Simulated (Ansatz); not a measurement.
# Zn2Cr2Ga: relaxing a made-up structure

Starting from a made-up structure for Zn2Cr2Ga, the aim is the relaxed cell, its shortest contacts and, where a second run follows, its electronic structure.

Main program and level: Ansatz 0.2.0; DFT, PBE, plane-wave PAW, files of the set soft_1, scalar-relativistic, ferromagnetic start, cell and ions relaxed at zero pressure; PAW set soft_1.

In doubt: warnings of the run leave room for a lower electronic state, so energies may not be the lowest and differences between runs may mislead.

### Step 1. The structure

Symmetry: P-3m1, No. 164, trigonal system. The conventional cell has a = 4.088 Å, b = 4.088 Å, c = 5.023 Å, α = 90.00°, β = 90.00°, γ = 120.00°. Nearest to Ga lie 6 Zn at 2.47 Å. Nearest to Zn lie 5 Cr at 2.40 to 2.64 Å and 3 Ga at 2.47 Å. Nearest to Cr lie 5 Zn at 2.40 to 2.64 Å and 3 Cr at 2.65 Å. Farther neighbours are not listed.

As a file:

```cif
data_structure
_symmetry_space_group_name_H-M 'P 1'
_symmetry_Int_Tables_number 1
_cell_length_a 4.0880
_cell_length_b 4.0880
_cell_length_c 5.0230
_cell_angle_alpha 90.000
_cell_angle_beta 90.000
_cell_angle_gamma 120.000
_cell_volume 72.70
loop_
_atom_site_label
_atom_site_type_symbol
_atom_site_fract_x
_atom_site_fract_y
_atom_site_fract_z
_atom_site_occupancy
Ga1 Ga 0.00000 0.00000 0.00000 1
Zn2 Zn 0.66667 0.33333 0.85760 1
Zn3 Zn 0.33333 0.66667 0.14240 1
Cr4 Cr 0.66667 0.33333 0.37980 1
Cr5 Cr 0.33333 0.66667 0.62020 1
```

### Step 2. Relaxing cell and atoms

The guessed cell has no reason to be at equilibrium. It is relaxed with the atoms, within the space group of the guess.

Contents of input.yaml:

```yaml
crystal:
  lattice:
    - [4.088, 0.0, 0.0]
    - [-2.044, 3.540311851, 0.0]
    - [0.0, 0.0, 5.023]
  atoms:
    - { symbol: Ga, position: [0.0, 0.0, 0.0] }
    - { symbol: Zn, position: [0.666666667, 0.333333333, 0.8576] }
    - { symbol: Zn, position: [0.333333333, 0.666666667, 0.1424] }
    - { symbol: Cr, position: [0.666666667, 0.333333333, 0.3798], spin: 3.0 }
    - { symbol: Cr, position: [0.333333333, 0.666666667, 0.6202], spin: 3.0 }
magnetization:
  spin_polarized: true
kpoints:
  mp_grid: { grid: [8, 8, 6] }
scf:
  occupations: { method: fermi_dirac, width: 0.05 }
hamiltonian:
  xc: pbe
  pseudopotentials: { kind: paw, azcp: { folder: soft_1 } }
relax:
  f_tol: 0.015
  max_steps: 70
  cell: {}
output:
  forces: true
  stress: true
```

Command:

```console
$ ansatz run input.yaml --threads 4 --pin off --max-ram 8192MiB --backend cpu --events-out ev --progress --plain --runs-dir out
```

Numbers of over 12 decimals in the logs are rounded to 6 here.

Output:

```text
Engine: ansatz 0.2.0, aarch64-unknown-linux-gnu
Pseudopotentials: kind: paw
Pseudopotential: Ga, paw, valence charge 13, recommended cutoff 420 eV (normal), soft_1/Ga.paw.azcp
Pseudopotential: Zn, paw, valence charge 12, recommended cutoff 420 eV (normal), soft_1/Zn.paw.azcp
Pseudopotential: Cr, paw, valence charge 14, recommended cutoff 420 eV (normal), soft_1/Cr.paw.azcp
Functional definition: PBE
  parameter kappa = 0.804
  parameter beta = 0.066725
  exchange = pbe_x(kappa = kappa, mu = beta*pi^2/3)
  correlation = pbe_c(beta = beta)
Crystal: 5 atoms, lattice volume = 72.697 Å³
Basis set: ecut = 420 eV, 1409 PW (Γ), exchange–correlation on 60×60×72 points (8 copies of the dense FFT grid, shifted against one another)
Bands: 43, of which v1, the nominal top of the filled ones, is band 33 counted from 1 (32 counted from 0)
Symmetry: 12 space group operations
Space group: P-3m1 (ITA 164), of the structure as read, at distance tolerance 4.2e-5 Å
Magnetic group: BNS 164.85 (UNI 1315), of the structure as read, at distance tolerance 4.2e-5 Å
k-points: 50 of 384
Non-local potential: Ga, projectors of the file, l = 0: 2, l = 1: 2, l = 2: 3, l = 3: 1
Non-local potential: Zn, projectors of the file, l = 0: 2, l = 1: 2, l = 2: 3, l = 3: 1
Non-local potential: Cr, projectors of the file, l = 0: 3, l = 1: 2, l = 2: 3, l = 3: 1
PAW form: soft (Blöchl's): semilocal exchange-correlation on the pseudo side does not see the compensation charge
PAW one-centre angular grid: Ga, 590 points (default); XC on 64 Gauss nodes
PAW one-centre angular grid: Zn, 590 points (default); XC on 64 Gauss nodes
PAW one-centre angular grid: Cr, 590 points (default); XC on 64 Gauss nodes
Initial density: superposition of atomic densities (chi_scale 0.1, normalization cell)
Starting moments: Σ|m| = 6 μB on 2 of 5 sites
Initial wavefunctions: pseudopotential atomic-orbital guess
Functional: x = pbe(κ = 0.804, μ = 0.219515), c = pbe(β = 0.066725)
SCF iter   1: F=—  HF=-17174.946295 eV  |F-HF|=—  |Δ(HF+E_count)|=         —  Δρ=5.95e-2 (↑5.95e-2 ↓4.97e-2)  dr2=7.23e0  dr2_m=9.24e-2  M=5.420 μB ∫|m|=5.587 μB  β_m=0.30  ethr=3.10e-3  ⟨swp⟩=6.7  Hψ=18096  notcnv=0
Mixer restart at iter 1: flushing history
preconditioner: auto → Kerker (q_TF=auto, 2.678 Å⁻¹)  [metal: Δε(μ)=0.017 eV  Ē_g=10.313 eV  σ=0.050 eV  W_gap=0.09  n_scr=22 (ndim 8)  ℏωp=30.5 eV  f_vac=0.000  D(μ)=5.29/eV (n_scr^D=58)]
spin=Collinear: Kerker preconditioning applied to the charge; magnetization (m = ρ↑ − ρ↓) channel mixes plain (no charge-response kernel on spin).
SCF iter   2: F=—  HF=-17173.730344 eV  |F-HF|=—  |Δ(HF+E_count)|=    1.22e0  Δρ=2.81e-2 (↑2.53e-2 ↓2.81e-2)  dr2=1.98e0  dr2_m=1.81e-2  M=5.505 μB ∫|m|=5.710 μB  β_m=0.41  ethr=3.10e-3  ⟨swp⟩=2.1  Hψ=7797  notcnv=0  defer=202
SCF iter   3: F=—  HF=-17173.325771 eV  |F-HF|=—  |Δ(HF+E_count)|=   4.05e-1  Δρ=1.38e-2 (↑1.22e-2 ↓1.38e-2)  dr2=2.71e-1  dr2_m=3.57e-2  M=5.589 μB ∫|m|=5.859 μB  β_m=0.56  ethr=3.05e-3  ⟨swp⟩=2.0  Hψ=5760  notcnv=0  defer=201
SCF iter   4: F=—  HF=-17173.348382 eV  |F-HF|=—  |Δ(HF+E_count)|=         —  Δρ=1.67e-2 (↑1.67e-2 ↓1.50e-2)  dr2=3.92e-2  dr2_m=1.44e-1  M=6.066 μB ∫|m|=6.408 μB  β_m=0.56  ethr=4.16e-4  ⟨swp⟩=2.1  Hψ=7608  notcnv=0  defer=214
Mixer restart at iter 4: flushing history
SCF iter   5: F=—  HF=-17173.349082 eV  |F-HF|=—  |Δ(HF+E_count)|=   6.99e-4  Δρ=1.04e-2 (↑1.04e-2 ↓8.21e-3)  dr2=1.80e-2  dr2_m=5.32e-2  M=6.143 μB ∫|m|=6.515 μB  β_m=0.78  ethr=6.04e-5  ⟨swp⟩=2.0  Hψ=7174  notcnv=0  defer=214
SCF iter   6: F=—  HF=-17173.372898 eV  |F-HF|=—  |Δ(HF+E_count)|=   2.38e-2  Δρ=6.68e-3 (↑5.98e-3 ↓6.68e-3)  dr2=5.01e-2  dr2_m=1.54e-3  M=6.202 μB ∫|m|=6.598 μB  β_m=0.64  ethr=2.76e-5  ⟨swp⟩=2.0  Hψ=7720  notcnv=0  defer=213
SCF iter   7: F=—  HF=-17173.350750 eV  |F-HF|=—  |Δ(HF+E_count)|=   2.21e-2  Δρ=5.98e-4 (↑5.07e-4 ↓5.98e-4)  dr2=4.81e-4  dr2_m=2.99e-5  M=6.239 μB ∫|m|=6.648 μB  β_m=0.82  ethr=2.76e-5  ⟨swp⟩=2.0  Hψ=7759  notcnv=0  defer=216
SCF iter   8: F=—  HF=-17173.350970 eV  |F-HF|=—  |Δ(HF+E_count)|=   2.20e-4  Δρ=2.53e-4 (↑1.13e-4 ↓2.53e-4)  dr2=8.27e-5  dr2_m=1.59e-5  M=6.247 μB ∫|m|=6.658 μB  β_m=0.91  ethr=7.40e-7  ⟨swp⟩=2.0  Hψ=6325  notcnv=0  defer=216
SCF iter   9: F=—  HF=-17173.350973 eV  |F-HF|=—  |Δ(HF+E_count)|=   3.47e-6  Δρ=8.82e-5 (↑5.11e-5 ↓8.82e-5)  dr2=1.45e-5  dr2_m=6.92e-7  M=6.251 μB ∫|m|=6.664 μB  β_m=0.96  ethr=1.27e-7  ⟨swp⟩=2.0  Hψ=6755  notcnv=0  defer=216
SCF iter  10: F=—  HF=-17173.350979 eV  |F-HF|=—  |Δ(HF+E_count)|=   5.49e-6  Δρ=7.53e-5 (↑7.53e-5 ↓5.16e-5)  dr2=5.52e-6  dr2_m=9.11e-7  M=6.254 μB ∫|m|=6.666 μB  β_m=0.73  ethr=2.22e-8  ⟨swp⟩=2.0  Hψ=6770  notcnv=0  defer=216
SCF iter  11: F=—  HF=-17173.350973 eV  |F-HF|=—  |Δ(HF+E_count)|=   5.23e-6  Δρ=1.29e-5 (↑1.20e-5 ↓1.29e-5)  dr2=3.88e-7  dr2_m=7.15e-9  M=6.253 μB ∫|m|=6.666 μB  β_m=0.87  ethr=8.49e-9  ⟨swp⟩=2.0  Hψ=6756  notcnv=0  defer=216
SCF iter  12: F=—  HF=-17173.350974 eV  |F-HF|=—  |Δ(HF+E_count)|=   2.79e-7  Δρ=1.43e-5 (↑1.43e-5 ↓5.55e-6)  dr2=1.19e-7  dr2_m=4.70e-8  M=6.253 μB ∫|m|=6.666 μB  β_m=0.80  ethr=5.97e-10  ⟨swp⟩=2.1  Hψ=7440  notcnv=0  defer=216
SCF iter  13: F=—  HF=-17173.350974 eV  |F-HF|=—  |Δ(HF+E_count)|=   3.88e-8  Δρ=6.45e-6 (↑6.45e-6 ↓3.17e-6)  dr2=3.06e-8  dr2_m=6.51e-9  M=6.254 μB ∫|m|=6.666 μB  β_m=0.79  ethr=1.84e-10  ⟨swp⟩=2.0  Hψ=7429  notcnv=0  defer=216
SCF iter  14: F=-17173.350974 eV  HF=-17173.350974 eV  |F-HF|=1.43e-8  |Δ(HF+E_count)|=   1.11e-8  Δρ=3.16e-6 (↑3.16e-6 ↓1.26e-6)  dr2=1.71e-8  dr2_m=7.77e-10  M=6.254 μB ∫|m|=6.666 μB  ethr=4.71e-11  ⟨swp⟩=2.0  Hψ=11500  notcnv=0
SCF 1 converged in 14 iterations: F = -17173.350974 eV  dr2 = 1.71e-8
  greatest PAW one-centre occupation: 1.000 electrons in one spin orbital (limit 2), on the Cr atom at site 4 (counted from 0), in its partial waves of l = 0
relax step   1: F+E_penalty+E_count = -17173.35097363 eV  Δ(F+E_penalty+E_count) = +0.000e0 eV  max|allowed force component| = 1.665e0 eV/Å  Δτ_max = 0.0000 Å  P = +13.407 GPa  Ω = 72.697 Å³  (14 SCF iters, dr2 threshold 1.00e-7 eV, accepted)
Crystal: 5 atoms, lattice volume = 77.961 Å³
Basis set: ecut = 420 eV, 1487 PW (Γ), exchange–correlation on 60×60×72 points (8 copies of the dense FFT grid, shifted against one another)
Initial density: handed on by an earlier stage of this run
Starting moments: Σ|m| = 6 μB on 2 of 5 sites; this step starts from the density that it was given
Initial wavefunctions: those handed on with the density
iter 1 solved again at ethr=1.94e-4 eV; its pass at ethr=3.10e-3 eV (dr2=1.26e-1 eV) is discarded
[...]
SCF iter  11: F=—  HF=-17174.181786 eV  |F-HF|=—  |Δ(HF+E_count)|=   4.38e-8  Δρ=8.37e-6 (↑8.37e-6 ↓6.41e-6)  dr2=1.33e-7  dr2_m=7.61e-9  M=7.188 μB ∫|m|=7.740 μB  β_m=0.98  ethr=5.00e-10  ⟨swp⟩=2.1  Hψ=6460  notcnv=0  defer=3
SCF iter  12: F=-17174.181786 eV  HF=-17174.181786 eV  |F-HF|=1.06e-7  |Δ(HF+E_count)|=   8.45e-8  Δρ=8.47e-6 (↑8.47e-6 ↓3.07e-6)  dr2=1.19e-7  dr2_m=7.81e-9  M=7.188 μB ∫|m|=7.740 μB  ethr=2.05e-10  ⟨swp⟩=2.0  Hψ=13884  notcnv=0
SCF 3 converged in 12 iterations: F = -17174.181786 eV  dr2 = 1.19e-7
relax step   3: F+E_penalty+E_count = -17174.18178633 eV  Δ(F+E_penalty+E_count) = -2.422e-1 eV  max|allowed force component| = 1.063e-1 eV/Å  Δτ_max = 0.1203 Å  P = +0.768 GPa  Ω = 82.953 Å³  energy of the carried Pulay correction = -5.097e-3 eV  (12 SCF iters, dr2 threshold 5.00e-7 eV, accepted)
[...]
relax step   4: F+E_penalty+E_count = -17174.18893831 eV  Δ(F+E_penalty+E_count) = -7.152e-3 eV  max|allowed force component| = 2.643e-2 eV/Å  Δτ_max = 0.0217 Å  P = +0.052 GPa  Ω = 83.842 Å³  energy of the carried Pulay correction = -5.508e-3 eV  (8 SCF iters, dr2 threshold 5.00e-7 eV, accepted)
[...]
relax step   5: F+E_penalty+E_count = -17174.18916382 eV  Δ(F+E_penalty+E_count) = -2.255e-4 eV  max|allowed force component| = 1.846e-2 eV/Å  Δτ_max = 0.0139 Å  P = +0.229 GPa  Ω = 83.665 Å³  energy of the carried Pulay correction = -5.427e-3 eV  (10 SCF iters, dr2 threshold 4.37e-8 eV, accepted)
[...]
relax step   6: F+E_penalty+E_count = -17174.18938017 eV  Δ(F+E_penalty+E_count) = -2.163e-4 eV  max|allowed force component| = 7.852e-4 eV/Å  Δτ_max = 0.0048 Å  P = +0.016 GPa  Ω = 83.906 Å³  energy of the carried Pulay correction = -5.537e-3 eV  (8 SCF iters, dr2 threshold 2.43e-7 eV, accepted)
[...]
relax step   7: F+E_penalty+E_count = -17174.19443290 eV  Δ(F+E_penalty+E_count) = -5.053e-3 eV  max|allowed force component| = 7.832e-4 eV/Å  Δτ_max = 0.0000 Å  P = +0.035 GPa  Ω = 83.906 Å³  stress off target by 5.98e-2 GPa  SCF on the basis re-selected at this cell (its energy is not comparable with the rows above)  (15 SCF iters)
[...]
relax step   8: F+E_penalty+E_count = -17174.19442166 eV  Δ(F+E_penalty+E_count) = +1.124e-5 eV  max|allowed force component| = 4.472e-4 eV/Å  Δτ_max = 0.0002 Å  P = +0.001 GPa  Ω = 83.948 Å³  energy of the carried Pulay correction = -1.846e-5 eV  (8 SCF iters, dr2 threshold 8.93e-9 eV, accepted)
iter 1 solved again at ethr=7.70e-8 eV; its pass at ethr=3.10e-3 eV (dr2=5.01e-5 eV) is discarded
SCF iter   1: F=—  HF=-17174.194430 eV  |F-HF|=—  |Δ(HF+E_count)|=         —  Δρ=8.39e-7 (↑8.39e-7 ↓7.17e-7)  dr2=1.49e-9  dr2_m=2.69e-11  M=7.200 μB ∫|m|=7.763 μB  β_m=0.65  ethr=7.70e-8  ⟨swp⟩=3.1  Hψ=29607  notcnv=0
eigensolver tolerance schedule: the retry pair's looser diagonalisation over-reported the residual by 33600.08 of it (diagonalisation noise at 5.06 of the residual, at the tolerance the schedule requests for it); recorded, not acted on — ethr = c·dr2/N_el stays at c = 1.0e-1
spin=Collinear: Kerker preconditioning applied to the charge; magnetization (m = ρ↑ − ρ↓) channel mixes plain (no charge-response kernel on spin).
SCF iter   2: F=—  HF=-17174.194435 eV  |F-HF|=—  |Δ(HF+E_count)|=   4.70e-6  Δρ=7.14e-7 (↑7.14e-7 ↓6.78e-7)  dr2=8.71e-10  dr2_m=1.70e-11  M=7.200 μB ∫|m|=7.763 μB  β_m=0.50  ethr=2.29e-12  ⟨swp⟩=3.4  Hψ=10054  notcnv=0
SCF iter   3: F=—  HF=-17174.194435 eV  |F-HF|=—  |Δ(HF+E_count)|=  1.31e-10  Δρ=1.99e-7 (↑1.99e-7 ↓1.84e-7)  dr2=8.08e-11  dr2_m=4.84e-12  M=7.200 μB ∫|m|=7.763 μB  β_m=0.56  ethr=1.34e-12  ⟨swp⟩=2.0  Hψ=6599  notcnv=0
SCF iter   4: F=-17174.194435 eV  HF=-17174.194435 eV  |F-HF|=4.00e-11  |Δ(HF+E_count)|=  7.28e-12  Δρ=1.36e-7 (↑1.36e-7 ↓1.15e-7)  dr2=4.71e-11  dr2_m=9.88e-13  M=7.200 μB ∫|m|=7.763 μB  ethr=1.00e-12  ⟨swp⟩=3.0  Hψ=14042  notcnv=0
SCF 9 converged in 4 iterations: F = -17174.194435 eV  dr2 = 4.71e-11
relax step   9: F+E_penalty+E_count = -17174.19443467 eV  Δ(F+E_penalty+E_count) = -1.301e-5 eV  max|allowed force component| = 4.508e-4 eV/Å  Δτ_max = 0.0000 Å  P = +0.001 GPa  Ω = 83.948 Å³  stress off target by 1.32e-3 GPa  SCF on the basis re-selected at this cell (its energy is not comparable with the rows above)  (4 SCF iters)
basis re-selected at this cell: Δ(F+E_penalty+E_count) = -1.301e-5 eV, ΔP = -0.000 GPa vs the last step (what re-selecting the basis moved, of the pressure what is left beyond the Pulay correction that the steps carried, after the strain that the cell walked since its last selection, with what the two solves' SCF thresholds leave and, on support functions, any second-order correction that the steps lacked; it is no m [...]
WARN: an SCF from antiferromagnetic starting moments (0.00, 0.00, 0.00, -3.44, 3.44 Bohr magnetons, atom by atom) was not made, by what the run has read of turns of its moments that order reads lower: the deck asks for what bars it, or types moments that do (magnetization.spin_polarized, in the input reference, names some of the keys), or the run goes by scf.lower_state_search: light, the default, which as a rule tries one only behind a close that has lost an order of both signs, or on which an open d or half-filled 4f shell of a PAW file has lost a moment that was set nearer to Hund's than to what is left; [rest of the remark cut]
SCF converged after 4 iterations
Magnetization: 7.2003 μB (36.1001 up, 28.8999 down)
Absolute magnetization: 7.7772 μB (∫|ρ↑−ρ↓|, with the PAW one-centre terms)
Spin contamination: 0.2528 ħ² per cell (⟨S²⟩ above its minimum at these occupations)
Per-site moments (μB) at R_I (Å): [(-0.077781, 1.086386), (-0.00860943, 1.068769), (-0.00860943, 1.068769), (3.267791, 1.068769), (3.267791, 1.068769)]
Free energy (F): -17174.194435 eV
Harris-Foulkes:  -17174.194435 eV  (|F-HF|=4.00e-11)
Internal energy: -17174.172079 eV  (E = F + TS)
E sigma→0 (E₀):  -17174.183257 eV
Entropy (-TS):   -0.022356 eV (-4.471 meV/atom)
Fermi energy:    11.046181 eV
--- Per-component energies (eV) ---
  E_band       = -421.230662
  E_kinetic    = 1008.608565
  E_local      = -8120.692837  (includes V_loc(G=0)·N_el)
  E_nonlocal   = 1635.646330
  E_hartree    = 3648.841604
  E_xc         = -448.361510
  E_vxc        = -448.057306  (∫ρ·V_xc dr)
  E_paw        = -8229.582289  (= ΣΔE_a)
  E_vpaw       = -1794.418894  (= ΣTr[D̂ρ^β])
  E_aug_tail   = 0.000894  (compensation charges beyond the density's cutoff)
  E_ewald      = -6668.632835
  E_smearing   = -0.022356  (= −TS)
  E_closure    = -0.000000  (closes the sum)
  Σ components = -17174.194435   (vs F -17174.194435, Δ=0.00e0)
--- Forces (eV/Å), atoms counted from 1 ---
  atom   1  Ga     0.00000000     0.00000000     0.00000000
  atom   2  Zn    -0.00000000     0.00000000     0.00045082
  atom   3  Zn     0.00000000    -0.00000000    -0.00045082
  atom   4  Cr     0.00000000    -0.00000000    -0.00039437
  atom   5  Cr    -0.00000000     0.00000000     0.00039437
  max |Σ_I F_I| component: 1.04e-17 eV/Å
--- Stress (GPa, compression-positive) ---
        0.000351      -0.000000       0.000000
       -0.000000       0.000351       0.000000
        0.000000       0.000000       0.001323
  P = ⅓ Tr σ = 0.0007 GPa (0.007 kbar)
--- Relaxed structure (7 steps of the walk, 7 accepted, 2 SCFs on fresh bases) ---
  F+E_penalty+E_count = -17174.19443467 eV   max|allowed force component| = 4.508e-4 eV/Å   (the final SCF, on the basis selected at the relaxed cell)
  cell:  # Å, volume = 83.9482 Å³
    - [4.253299, 0, 0]
    - [-2.126649, 3.683465, 0]
    - [0, 0, 5.358326]
  atoms:
    - { symbol: Ga, position: [0, 0, 5.525696917306174e-19] }
    - { symbol: Zn, position: [0.666667, 0.333333, 0.822362] }
    - { symbol: Zn, position: [0.333333, 0.666667, 0.177638] }
    - { symbol: Cr, position: [0.666667, 0.333333, 0.331857] }
    - { symbol: Cr, position: [0.333333, 0.666667, 0.668143] }
```

It took 58 s on 4 threads of Arm Neoverse V1, shared host; peak memory 0.63 GiB.

Step by step:

| step | energy less that of the first step (eV) | largest force component (eV/Å) | pressure (GPa) | volume (Å³) |
| --- | --- | --- | --- | --- |
| 1 | 0.0000 | 1.6653 | 13.41 | 72.70 |
| 2 | -0.5886 | 0.8637 | 5.93 | 77.96 |
| 3 | -0.8308 | 0.1063 | 0.77 | 82.95 |
| 4 | -0.8380 | 0.0264 | 0.05 | 83.84 |
| 5 | -0.8382 | 0.0185 | 0.23 | 83.67 |
| 6 | -0.8384 | 0.0008 | 0.02 | 83.91 |
| 7* | -0.8435 | 0.0008 | 0.03 | 83.91 |
| 8 | -0.8434 | 0.0004 | 0.00 | 83.95 |
| 9* | -0.8435 | 0.0005 | 0.00 | 83.95 |

Relaxation steps marked * repeat the geometry before them on a plane-wave basis chosen anew for their cell, so energy and pressure can jump there.

The run keeps the 12 symmetry operations that it works with, so distortions that break them were not tested.

| conventional cell, symmetrised | before | after | change |
| --- | --- | --- | --- |
| a (Å) | 4.088 | 4.253 | +4.0 % |
| b (Å) | 4.088 | 4.253 | +4.0 % |
| c (Å) | 5.023 | 5.358 | +6.7 % |
| volume (Å³/atom) | 14.54 | 16.79 | +15.5 % |

The atoms that moved most (Å, as changes of fractional coordinates times the final cell):

| atom | dx | dy | dz | length |
| --- | --- | --- | --- | --- |
| Cr4 | 0.000 | 0.000 | -0.257 | 0.257 |
| Cr5 | 0.000 | 0.000 | 0.257 | 0.257 |
| Zn2 | 0.000 | 0.000 | -0.189 | 0.189 |
| Zn3 | 0.000 | 0.000 | 0.189 | 0.189 |

The relaxed structure:

```cif
data_structure
_symmetry_space_group_name_H-M 'P 1'
_symmetry_Int_Tables_number 1
_cell_length_a 4.2533
_cell_length_b 4.2533
_cell_length_c 5.3583
_cell_angle_alpha 90.000
_cell_angle_beta 90.000
_cell_angle_gamma 120.000
_cell_volume 83.95
loop_
_atom_site_label
_atom_site_type_symbol
_atom_site_fract_x
_atom_site_fract_y
_atom_site_fract_z
_atom_site_occupancy
Ga1 Ga 0.00000 0.00000 0.00000 1
Zn2 Zn 0.66667 0.33333 0.82236 1
Zn3 Zn 0.33333 0.66667 0.17764 1
Cr4 Cr 0.66667 0.33333 0.33186 1
Cr5 Cr 0.33333 0.66667 0.66814 1
```

Numbers from this step:

```yaml
free_energy: -17174.1944 eV
energy_at_zero_smearing: -17174.1833 eV
smearing_term_ts: 0.02236 eV
fermi_energy: 11.05 eV
magnetization: 7.200 μB
absolute_magnetization: 7.777 μB
site_moments: -0.07778, -0.008609, -0.008609, 3.268, 3.268 μB
electrons: 65
symmetry_operations: 12
pressure: 6.75e-4 GPa
```

Site moment by atom:

| atom | site moment (μB) |
| --- | --- |
| Ga1 | -0.08 |
| Zn2 | -0.01 |
| Zn3 | -0.01 |
| Cr4 | 3.27 |
| Cr5 | 3.27 |

The shortest distance of each pair, which need not be the same contact before and after:

| pair | guess (Å) | relaxed (Å) |
| --- | --- | --- |
| Cr–Zn | 2.400 | 2.591 |
| Ga–Zn | 2.466 | 2.634 |
| Cr–Ga | 3.035 | 3.032 |
| Cr–Cr | 2.651 | 3.046 |
| Zn–Zn | 2.760 | 3.107 |

The relaxation ends with a largest force component of 4.5e-4 eV/Å and a pressure of 0.00 GPa.

### Step 3. Results

```json
{
  "space group, relaxed": "P-3m1",
  "conventional cell": "a = 4.253, b = 4.253, c = 5.358 Å; α = 90.0°, β = 90.0°, γ = 120.0°",
  "volume per atom": "16.79 Å³ (guess 14.54)",
  "total moment": "7.20 μB in the cell of 5 atoms"
}
```

What this shows: Zn2Cr2Ga relaxes to P-3m1 with a = 4.253, b = 4.253 and c = 5.358 Å. The guessed volume was 13 % too small. The space group P-3m1 was held in the relaxation, so the end point is a stationary structure within it and may be a saddle against distortions or other arrangements. The input starts from parallel moments, and no other start was typed. The electronic state may lie above the lowest one. Mesh and cutoff weren't tested. No dispersion term is used, so weakly bound directions may come out too long. The program estimates, without running it, that another magnetic order lies lower than the one relaxed here. Nothing here tests whether the compound is stable against decomposition.

[Logs are printed without paths, hosts, clocks, repeated set-up lines and the standing remarks that a program may print on its own settings, such as how far it seeks lower states.]

[Hosts, paths, dates, database ids (printed as entryN), source tags and the programs' standing remarks are cut or masked in the printed files.]
